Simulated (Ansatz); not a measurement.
# Ge wire along [100], 89 atoms a period, H-terminated: bands by functional, part 2 of 2

Wanted: the relaxed geometry and the bands of the Ge wire along [100], 89 atoms a period, H-terminated.

Ansatz 0.2.0; DFT PBE, plane waves, PAW; relaxation of a wire's period; PAW set soft_1 (the session's first sound run).

So far. Step 2 (Relaxation of atoms and period): The cell's length comes to 5.777 Å with spin left out.

### Step 3. The perfect wire (continued)

Level of this step: DFT PBE, plane waves, PAW; bands of a perfect wire; PAW set soft_1 (Ansatz).

Electronic bands along the path, in eV, zero at the Fermi level; v1 is the highest filled band, c1 the lowest empty one:

| point | v4 | v3 | v2 | v1 | c1 | c2 | c3 | c4 |
| --- | --- | --- | --- | --- | --- | --- | --- | --- |
| Γ | -0.68 | -0.68 | -0.68 | -0.55 | 0.63 | 0.93 | 0.95 | 0.95 |
| halfway | -0.89 | -0.85 | -0.78 | -0.78 | 0.92 | 0.97 | 0.97 | 1.01 |
| Z | -1.49 | -1.49 | -1.46 | -1.46 | 0.57 | 0.62 | 0.63 | 0.63 |

The gap is 1.12 eV, with spin left out.

On this path the gap is indirect, 1.12 eV, with the valence top at Γ and the conduction bottom at Z. The least direct gap is 1.18 eV.

### Step 4. Levels at the same atoms, cutoff 500 eV, k-mesh 1×1×11

This step: DFT r2SCAN, plane waves, PAW; bands of a perfect wire at the PBE geometry; PAW set soft_1 (Ansatz 0.2.0).

The atoms stay at the PBE geometry and the functional changes. r2SCAN also reads the kinetic-energy density; it often gives larger moments and wider gaps than PBE, at a higher cost. Against the first PBE run of this kind, the cutoff is 500 eV against 420 and the mesh along the wire has 11 points against 14.

The input, input.yaml:

```yaml
crystal:
  lattice:
    - [28.761, 0.0, 0.0]
    - [0.0, 28.761, 0.0]
    - [0.0, 0.0, 5.7769373873]
  atoms:
    - { symbol: Ge, position: [0.201048148, 0.401598327, 0.991874855] }
    - { symbol: Ge, position: [0.201048148, 0.598401673, 0.008125145] }
    - { symbol: Ge, position: [0.300389495, 0.300389495, 0.007072543] }
    - { symbol: Ge, position: [0.300460407, 0.5, 0.0] }
    - { symbol: Ge, position: [0.300389495, 0.699610505, 0.992927457] }
    - { symbol: Ge, position: [0.401598327, 0.201048148, 0.991874855] }
    - { symbol: Ge, position: [0.399896591, 0.399896591, 0.999666863] }
    - { symbol: Ge, position: [0.399896591, 0.600103409, 0.000333137] }
    - { symbol: Ge, position: [0.401598327, 0.798951852, 0.008125145] }
    - { symbol: Ge, position: [0.5, 0.300460407, 0.0] }
    - { symbol: Ge, position: [0.5, 0.5, 0.0] }
    - { symbol: Ge, position: [0.5, 0.699539593, 0.0] }
    - { symbol: Ge, position: [0.598401673, 0.201048148, 0.008125145] }
    - { symbol: Ge, position: [0.600103409, 0.399896591, 0.000333137] }
    - { symbol: Ge, position: [0.600103409, 0.600103409, 0.999666863] }
    - { symbol: Ge, position: [0.598401673, 0.798951852, 0.991874855] }
    - { symbol: Ge, position: [0.699610505, 0.300389495, 0.992927457] }
    - { symbol: Ge, position: [0.699539593, 0.5, 0.0] }
    - { symbol: Ge, position: [0.699610505, 0.699610505, 0.007072543] }
    - { symbol: Ge, position: [0.798951852, 0.401598327, 0.008125145] }
    - { symbol: Ge, position: [0.798951852, 0.598401673, 0.991874855] }
    - { symbol: H, position: [0.113151538, 0.527273787, 0.142516601] }
    - { symbol: H, position: [0.219540927, 0.219540927, 0.107488193] }
    - { symbol: H, position: [0.472726213, 0.886848462, 0.142516601] }
    - { symbol: H, position: [0.527273787, 0.113151538, 0.142516601] }
    - { symbol: H, position: [0.780459073, 0.780459073, 0.107488193] }
    - { symbol: H, position: [0.886848462, 0.472726213, 0.142516601] }
    - { symbol: H, position: [0.168456005, 0.371056914, 0.143377875] }
    - { symbol: H, position: [0.371056914, 0.168456005, 0.143377875] }
    - { symbol: H, position: [0.628943086, 0.831543995, 0.143377875] }
[... 97 atom lines left out ...]
    - { symbol: H, position: [0.113151538, 0.472726213, 0.857483399] }
    - { symbol: H, position: [0.219540927, 0.780459073, 0.892511807] }
    - { symbol: H, position: [0.472726213, 0.113151538, 0.857483399] }
    - { symbol: H, position: [0.527273787, 0.886848462, 0.857483399] }
    - { symbol: H, position: [0.780459073, 0.219540927, 0.892511807] }
    - { symbol: H, position: [0.886848462, 0.527273787, 0.857483399] }
kpoints:
  mp_grid: { grid: [1, 1, 11] }
  band_path: { path: ["Γ", Z], npoints: 90 }
scf:
  occupations: { method: fermi_dirac, width: 0.05 }
hamiltonian:
  xc: r2scan
  pseudopotentials: { kind: paw, azcp: { folder: soft_1 } }
```

The run is started by

```bash
$ ansatz run input.yaml --threads 16 --pin off --max-ram 61440MiB --backend cuda --events-out ev --progress --plain --runs-dir out --max-vram 78GiB
```

Numbers of over 12 decimals in the logs are rounded to 6 here.

Log:

```text
[...]
Crystal: 133 atoms, lattice volume = 4778.654 Å³
Basis set: ecut = 500 eV, 121601 PW (Γ), exchange–correlation on 864×864×180 points (64 copies of the dense FFT grid, shifted against one another)
Bands: 778, of which v1, the nominal top of the filled ones, is band 645 counted from 1 (644 counted from 0)
Symmetry: 8 space group operations
[...]
k-points: 6 of 11
[...]
SCF iter   1: F=—  HF=-383654.652738 eV  |F-HF|=—  |Δ(HF+E_count)|=         —  Δρ=3.49e-2  dr2=4.67e1  dr2_τ=3.93e-1  ethr=3.10e-3  ⟨swp⟩=6.0  Hψ=22589  notcnv=0  defer=248
[...]
SCF iter   6: F=—  HF=-383650.139669 eV  |F-HF|=—  |Δ(HF+E_count)|=   3.28e-2  Δρ=5.87e-4  dr2=1.31e-2  dr2_τ=5.22e-4  ethr=7.41e-6  ⟨swp⟩=2.0  Hψ=4985  notcnv=0  defer=686
[...]
SCF iter  10: F=—  HF=-383650.149788 eV  |F-HF|=—  |Δ(HF+E_count)|=   2.01e-5  Δρ=9.37e-6  dr2=9.52e-6  dr2_τ=9.62e-8  ethr=2.97e-9  ⟨swp⟩=2.0  Hψ=5160  notcnv=0  defer=686
[...]
SCF iter  12: F=-383650.149791 eV  HF=-383650.149791 eV  |F-HF|=5.94e-9  |Δ(HF+E_count)|=   3.54e-7  Δρ=9.85e-7  dr2=5.67e-8  dr2_τ=5.07e-10  ethr=7.75e-12  ⟨swp⟩=13.0  Hψ=20565  notcnv=0
SCF 1 converged in 12 iterations: F = -383650.149791 eV  dr2 = 5.67e-8
[...]
the band table was solved once the SCF had ended and its energy, with any forces and stress, was formed, with the checks that follow a solve (16729 applications of the Hamiltonian). They found nothing against the state; the energy, forces and stress were not computed again (output.eigenvalues in the input reference)
[...]
SCF converged after 12 iterations
[...]
```

Wall time 3.5 min (1 × NVIDIA GB200 with 16 threads of Arm Neoverse V2, shared host); peak memory 7.4 GiB.

Numbers from this step:

* band gap: 1.405 eV

Electronic bands along the path, in eV, zero at the Fermi level; v1 is the highest filled band, c1 the lowest empty one:

| point | v4 | v3 | v2 | v1 | c1 | c2 | c3 | c4 |
| --- | --- | --- | --- | --- | --- | --- | --- | --- |
| Γ | -0.83 | -0.82 | -0.82 | -0.70 | 0.82 | 1.02 | 1.04 | 1.04 |
| halfway | -1.05 | -1.00 | -0.94 | -0.94 | 1.07 | 1.11 | 1.11 | 1.16 |
| Z | -1.69 | -1.68 | -1.66 | -1.66 | 0.71 | 0.77 | 0.77 | 0.77 |

The gap is 1.41 eV, against 1.12 eV under PBE at the relaxed period.

### Step 5. Summary of results

```
cell length, PBE : 5.777 Å
gap, PBE         : 1.12 eV
gap, r2SCAN      : 1.41 eV
```

**Reading.** Under PBE the cell's length is 5.78 Å, and a gap of 1.12 eV makes it a semiconductor. At the relaxed period the wire is gapped under every functional, from 1.12 eV (PBE) to 1.41 eV (r2SCAN). Weak screening in one dimension makes quasiparticle gaps larger than the semilocal gaps, as a rule.

[Logs are printed without paths, hosts, clocks, repeated set-up lines and the standing remarks that a program may print on its own settings, such as how far it seeks lower states.]

[Hosts, paths, dates, database ids (printed as entryN), source tags and the programs' standing remarks are cut or masked in the printed files.]
